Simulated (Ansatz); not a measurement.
# NaMgF3 (Neighborite, Pm-3m): a soft mode frozen in, part 3 of 3

Wanted: the energy along a soft mode of NaMgF3 (Neighborite, Pm-3m) and the structure at the end.

Ansatz 0.2.0; DFT PBEsol, scalar-relativistic, plane waves, PAW; PAW set soft_1.

So far. Step 5 (Energy along the mode, all amplitudes (two of the runs …): The lowest of the steps tried is at 0.45 Å, 22.9 meV/atom below the parent; the bottom of the well need not coincide with a step. Step 7 (The new phase in its own primitive cell): The largest force component left is 0.13 meV/Å and the pressure is -0.008 GPa, within the tolerances set. The cell now holds 11.53 Å³/atom. The relaxed cell has a = 5.424, c = 7.835 Å (conventional setting).

The database entry behind the starting cell lists a temperature of 1273 K, so it need not match the best structure at ambient conditions.

### Step 8. Modes of the new phase, k-mesh 6×6×6

A relaxed structure may still be a saddle point, so its zone-centre modes are computed. The response to a homogeneous field gives the Born charges and the dielectric tensor.

input.yaml

```yaml
crystal:
  lattice:
    - [-2.7122145337, 2.7122145337, 3.9175441871]
    - [2.7122145337, -2.7122145337, 3.9175441871]
    - [2.7122145337, 2.7122145337, -3.9175441871]
  atoms:
    - { symbol: Na, position: [0.25, 0.75, 0.5] }
    - { symbol: Na, position: [0.75, 0.25, 0.5] }
    - { symbol: Mg, position: [0.0, 0.0, 0.0] }
    - { symbol: Mg, position: [0.5, 0.5, 0.0] }
    - { symbol: F, position: [0.8146029681, 0.3146029681, 0.1292059362] }
    - { symbol: F, position: [0.1853970319, 0.6853970319, 0.8707940638] }
    - { symbol: F, position: [0.6853970319, 0.8146029681, 0.5] }
    - { symbol: F, position: [0.3146029681, 0.1853970319, 0.5] }
    - { symbol: F, position: [0.25, 0.25, 0.0] }
    - { symbol: F, position: [0.75, 0.75, 0.0] }
kpoints:
  mp_grid: { grid: [6, 6, 6] }
hamiltonian:
  xc: pbesol
  pseudopotentials: { kind: paw, azcp: { folder: soft_1 }, xc_functional: pbe }
scf:
  occupations: { method: fixed }
output:
  eigenvalues: true
phonons:
  method: dfpt
  dielectric: true
  rigid_motions: translations
```

Launch:

```
> ansatz run input.yaml --threads 4 --pin off --max-ram 10240MiB --backend cpu --events-out ev --progress --plain --runs-dir out
```

Numbers of over 12 decimals in the logs are rounded to 6 here.

The log of the run:

```text
[...]
Crystal: 10 atoms, lattice volume = 115.272 Å³
Basis set: ecut = 420 eV, 2253 PW (Γ), exchange–correlation on 80×80×80 points (8 copies of the dense FFT grid, shifted against one another)
Bands: 50, of which v1, the nominal top of the filled ones, is band 40 counted from 1 (39 counted from 0)
Symmetry: 16 space group operations
k-points: 112 of 216 (irreducible under 1 space group operation, time reversal used)
[...]
SCF iter   1: F=—  HF=-11600.929328 eV  |F-HF|=—  |Δ(HF+E_count)|=         —  Δρ=1.53e-1  dr2=1.83e1  ethr=3.10e-3  ⟨swp⟩=4.9  Hψ=20478  notcnv=0  defer=873
[...]
SCF iter  12: F=-11593.887185 eV  HF=-11593.887185 eV  |F-HF|=3.27e-11  |Δ(HF+E_count)|=  1.71e-10  Δρ=2.20e-7  dr2=4.51e-11  ethr=1.00e-12  ⟨swp⟩=14.1  Hψ=38698  notcnv=0
SCF 1 converged in 12 iterations: F = -11593.887185 eV  dr2 = 4.51e-11
[...]
NSCF: frozen V_eff on 4 k-points
DFPT response loops at Γ: preconditioner auto → none (the input reference at scf.mixing.eps_inf says where Resta's filter doesn't serve); β = 0.50; Broyden in place of MSR1
SCF converged after 12 iterations
Free energy (F): -11593.887185 eV
[...]
Internal energy: -11593.887185 eV  (E = F + TS)
E sigma→0 (E₀):  -11593.887185 eV
Fermi energy:    1.751126 eV
[...]
--- Band table (eV; the first three rows and the last of 112) ---
  k-point 0: bands = [... 36 lower, 1.6137, 1.6137, 1.7510, 1.7510, 8.1743, 13.4216, 14.7528, 14.7528, ... 6 higher]
  k-point 1: bands = [... 36 lower, 1.5040, 1.5560, 1.6180, 1.7511, 8.6645, 13.3237, 13.8173, 14.3597, ... 6 higher]
  k-point 2: bands = [... 36 lower, 1.2685, 1.4179, 1.4551, 1.7434, 9.8797, 13.0933, 13.1271, 13.1859, ... 6 higher]
  k-point 111: bands = [... 36 lower, 1.0181, 1.4261, 1.6060, 1.6060, 11.1293, 11.7874, 13.2585, 13.2585, ... 6 higher]
--- Phonons (Γ-DFPT): 8 representative perturbations + reference, on 112 of 216 k-points (Σ response iterations 30) ---
  k mesh reduced under 1 symmetry operation, with k and −k counted as one. Each operation leaves every solved perturbation unchanged. A smaller set is not considered because the run solves the response to a homogeneous field
  ASR residual: 2.351e-4 → 0.000e0 eV/Å²; symmetrization residual: 1.697e-5 eV/Å²
  ASR residual per site (eV/Å²): 2.28e-4 2.28e-4 2.35e-4 2.35e-4 2.59e-5 2.59e-5 2.59e-5 2.59e-5 9.01e-5 9.01e-5
  Γ frequencies (cm⁻¹): -90.06 -90.06 0.00 0.00 0.00 86.19 86.19 124.94 124.94 162.01 163.10 174.79 174.79 183.94 190.02 280.95 280.95 281.24 281.24 294.59 312.58 361.66 379.27 399.73 399.73 422.29 482.16 482.16 513.38 529.60
  ε∞ (high-frequency dielectric tensor):
        1.978337    -0.000000    -0.000000
        0.000000     1.978337     0.000000
       -0.000000     0.000000     1.977906
  softest optical mode at Γ: -90.06 cm⁻¹; the repairs (sum rule, projections) moved no ω² at Γ by more than (3.16 cm⁻¹)²
  Born effective charges Z* (e; rows j = field, columns β = displacement):
    site 0:
         1.09582    0.00000   -0.00000
         0.00000    1.09582    0.00000
        -0.00000   -0.00000    1.13547
    site 1:
         1.09582    0.00000    0.00000
         0.00000    1.09582   -0.00000
        -0.00000   -0.00000    1.13547
    site 2:
         1.94550    0.03129   -0.00000
        -0.03129    1.94550    0.00000
         0.00000   -0.00000    1.92690
    site 3:
         1.94550   -0.03129    0.00000
         0.03129    1.94550   -0.00000
        -0.00000    0.00000    1.92690
    site 4:
        -1.07540    0.17510   -0.00000
         0.17510   -1.07540   -0.00000
        -0.00000   -0.00000   -0.88985
    site 5:
        -1.07540    0.17510   -0.00000
         0.17510   -1.07540    0.00000
        -0.00000   -0.00000   -0.88985
    site 6:
        -1.07540   -0.17510    0.00000
        -0.17510   -1.07540    0.00000
         0.00000    0.00000   -0.88985
    site 7:
        -1.07540   -0.17510    0.00000
        -0.17510   -1.07540    0.00000
        -0.00000    0.00000   -0.88985
    site 8:
        -0.89052    0.00000    0.00000
         0.00000   -0.89052    0.00000
         0.00000   -0.00000   -1.28267
    site 9:
        -0.89052    0.00000    0.00000
         0.00000   -0.89052   -0.00000
         0.00000   -0.00000   -1.28267
  Z* charge neutrality: 4.028e-5 e pre-enforcement
  k-mesh period / interband length: 32.5 Å / 0.90 Å = 36.18 at k = (0.0000, 0.0000, 0.0000), direct gap 6.423 eV — 14 or more, which is no proof of convergence
  optical modes at Γ without the LO–TO term, one row a degenerate level:
      ω (cm⁻¹)  modes    IR ((D/Å)²/amu)
        -90.06      2             0.0000
         86.19      2             9.6208
        124.94      2             0.0000
        162.01      1             4.9054
        163.10      1             0.0000
        174.79      2             0.7089
        183.94      1             0.0000
[...]
optical modes at Γ + LO–TO along q̂ = [1.0000, 0.0000, 0.0000]:
      ω (cm⁻¹)  modes    IR ((D/Å)²/amu)
[...]
optical modes at Γ + LO–TO along q̂ = [0.0000, 1.0000, 0.0000]:
      ω (cm⁻¹)  modes    IR ((D/Å)²/amu)
[...]
optical modes at Γ + LO–TO along q̂ = [0.0000, 0.0000, 1.0000]:
      ω (cm⁻¹)  modes    IR ((D/Å)²/amu)
[...]
214.96      1             0.7615
        280.95      2             7.4760
        281.24      2             0.0000
        312.58      1             0.0000
        352.88      1             3.0163
        361.66      1             0.0000
        379.27      1             0.0000
        399.73      2             1.2930
        422.29      1             0.0000
        482.16      2            15.4812
        513.38      1             0.0000
        621.52      1            13.7007
```

The job ended after 2.6 min (4 threads of Intel Xeon Platinum 8488C (Sapphire Rapids), shared host; peak memory 2.6 GiB; 9.7 min of CPU time).

Numbers from this step:

```yaml
sum_rule_residual_before_enforcement: 2.35e-4 eV/Å²
miss_of_the_charge_sum_rule: 4.03e-5 e
point_group: 4/mmm
highest_optical_mode_at_the_zone_centre_no_lo_to_term: 529.6 cm⁻¹
lowest_optical_zone_centre_mode: -90.06 cm⁻¹
mean_high_frequency_dielectric_constant: 1.978
largest_born_charge_third_of_the_trace: 1.939 e
top_of_the_zone_centre_spectrum_with_the_field: 621.5 cm⁻¹
```

Without the LO-TO term. Patterns of degenerate modes are one choice out of their space. The modes at Γ (shares of kinetic energy by element, %) (negative means imaginary):

```
mode  frequency (cm⁻¹)  symmetry  Na %  Mg %  F %
   1             -90.1        Eg     9     0   91
   2             -90.1        Eg     9     0   91
   3               0.0  acoustic    22    23   55
   4               0.0  acoustic    22    23   55
   5               0.0  acoustic    22    23   55
   6              86.2        Eu    66     1   33
   7              86.2        Eu    66     1   33
   8             124.9        Eg    86     0   14
   9             124.9        Eg    86     0   14
  10             162.0       A2u    76     2   22
  11             163.1       B2g    99     0    1
  12             174.8        Eu     9     1   90
  13             174.8        Eu     9     1   90
  14             183.9       B1u     0     0  100
  15             190.0       A1g     0     0  100
  16             280.9        Eu     3    46   50
  17             280.9        Eu     3    46   50
  18             281.2        Eg     5     0   95
  19             281.2        Eg     5     0   95
  20             294.6       A2u     2    41   57
  21             312.6       B2g     1     0   99
  22             361.7       B1g     0     0  100
  23             379.3       A2g     0     0  100
  24             399.7        Eu     0    97    3
  25             399.7        Eu     0    97    3
  26             422.3       A1u     0   100    0
  27             482.2        Eu     0    32   68
  28             482.2        Eu     0    32   68
  29             513.4       A2g     0     0  100
  30             529.6       A2u     0    33   67
```

Displacements in mode 2 (-90.1 cm⁻¹), the largest set to 1:
```
Na1  0.13 -0.38  0.00
Na2 -0.13  0.38  0.00
Mg3  0.00  0.00  0.00
Mg4  0.00  0.00  0.00
F5   0.00  0.00 -0.38
F6   0.00  0.00  0.38
F7   0.00  0.00 -0.78
F8   0.00  0.00  0.78
F9  -0.35 -1.00  0.00
F10  0.35  1.00  0.00
```

Displacements in mode 29 (513.4 cm⁻¹), the largest set to 1:
```
Na1  0.00  0.00  0.00
Na2  0.00  0.00  0.00
Mg3  0.00  0.00  0.00
Mg4  0.00  0.00  0.00
F5  -0.51  0.51  0.00
F6   0.51 -0.51  0.00
F7   0.51  0.51  0.00
F8  -0.51 -0.51  0.00
F9   0.00  0.00 -1.00
F10  0.00  0.00  1.00
```

Optical modes at the zone centre, without and with the macroscopic field of the longitudinal modes; each column is sorted by frequency, so a row need not hold one and the same mode. Modes with and without the field, by row:

```
rank among optical modes  no field (cm⁻¹)  q along (1, 0, 0) (cm⁻¹)  q along (0, 0, 1) (cm⁻¹)
                       1            -90.1                     -90.1                     -90.1
                       2            -90.1                     -90.1                     -90.1
                       3             86.2                      86.2                      86.2
                       4             86.2                     124.9                      86.2
                       5            124.9                     124.9                     124.9
                       6            124.9                     157.2                     124.9
                       7              162                       162                     163.1
                       8            163.1                     163.1                     174.8
                       9            174.8                     174.8                     174.8
                      10            174.8                     183.9                     183.9
                      11            183.9                     189.1                       190
                      12              190                       190                       215
                      13            280.9                     280.9                     280.9
                      14            280.9                     281.2                     280.9
                      15            281.2                     281.2                     281.2
                      16            281.2                     294.6                     281.2
                      17            294.6                     312.6                     312.6
                      18            312.6                     328.5                     352.9
                      19            361.7                     361.7                     361.7
                      20            379.3                     379.3                     379.3
                      21            399.7                     399.7                     399.7
                      22            399.7                     405.3                     399.7
                      23            422.3                     422.3                     422.3
                      24            482.2                     482.2                     482.2
                      25            482.2                     513.4                     482.2
                      26            513.4                     529.6                     513.4
                      27            529.6                     581.6                     621.5
```

Born charge (rows field, columns displacement) (e), principal values of the symmetric part by kind of site:

```
atom  atoms with these values    low  middle   high   mean
 Na1                        2   1.10    1.10   1.14   1.11
 Mg3                        2   1.93    1.95   1.95   1.94
  F5                        4  -1.25   -0.90  -0.89  -1.01
  F9                        2  -1.28   -0.89  -0.89  -1.02
```

In full for Na1:

```
1.10 0.00 0.00
0.00 1.10 0.00
0.00 0.00 1.14
```

High-frequency dielectric tensor:

```
1.98 0.00 0.00
0.00 1.98 0.00
0.00 0.00 1.98
```

Transverse modes; imaginary modes are left out. Infrared lines, with heights relative to the strongest:

```
position (cm⁻¹)  lines merged  relative intensity
             86             1                  62
            125             1                 0.0
            162             1                  32
            163             1                 0.0
            175             1                 4.6
            184             1                 0.0
            190             1                 0.0
            281             2                  48
            295             1                  27
            313             1                 0.0
            362             1                 0.0
            379             1                 0.0
            400             1                 8.4
            422             1                 0.0
            482             1                 100
            513             1                 0.0
            530             1                  54
```

Before it was imposed, the acoustic sum rule was missed by 2.4e-4 eV/Å² and the charge sum rule by 4.0e-5 e. Small misses are needed for a sound result but don't prove that mesh and cutoff are converged. The lowest optical mode is imaginary, 90.1i cm⁻¹, so the energy falls along it.

### Step 9. What came out

```
unstable mode of the parent                                                      : q = (-0.5, -0.5, -0.5), 123i cm⁻¹
depth at the lowest point sampled                                                : 22.9 meV/atom
largest atomic shift at that point                                               : 0.45 Å
space group reached (within 0.01 Å)                                              : I4/mcm
energy gained over the parent (first relaxation, on the mesh of the frozen mode) : 26.9 meV/atom
volume per atom, phase reached                                                   : 11.5 Å³
gap on the k-mesh, phase reached                                                 : 6.42 eV
lowest optical zone-centre mode, phase reached                                   : -90.1 cm⁻¹
highest optical mode at the zone centre (no LO-TO term), phase reached           : 530 cm⁻¹
```

**Reading.** Along this mode the structure falls into I4/mcm, 26.9 meV/atom below the parent. At the parent's cell the well is 22.91 meV/atom deep on the steps tried, with its lowest point at a shift of 0.45 Å. Relaxing atoms and cell changes the gain by +3.94 meV/atom against the lowest step (energies at zero smearing). The new phase still has an imaginary mode at the zone centre of its cell, so it is a saddle point on the way to a lower structure. Of the 4 patterns followed to their end from this parent, this one ends 9.28 meV/atom above the lowest, Imma. Another end point lies within 1 meV/atom; how such a difference moves with mesh and cutoff was not tested. Each path keeps the symmetry of its pattern, so a lower phase may lie along a pattern not tried. The PAW files were made for PBE and serve the other functionals too.

[Logs are printed without paths, hosts, clocks, repeated set-up lines and the standing remarks that a program may print on its own settings, such as how far it seeks lower states.]

[Hosts, paths, dates, database ids (printed as entryN), source tags and the programs' standing remarks are cut or masked in the printed files.]
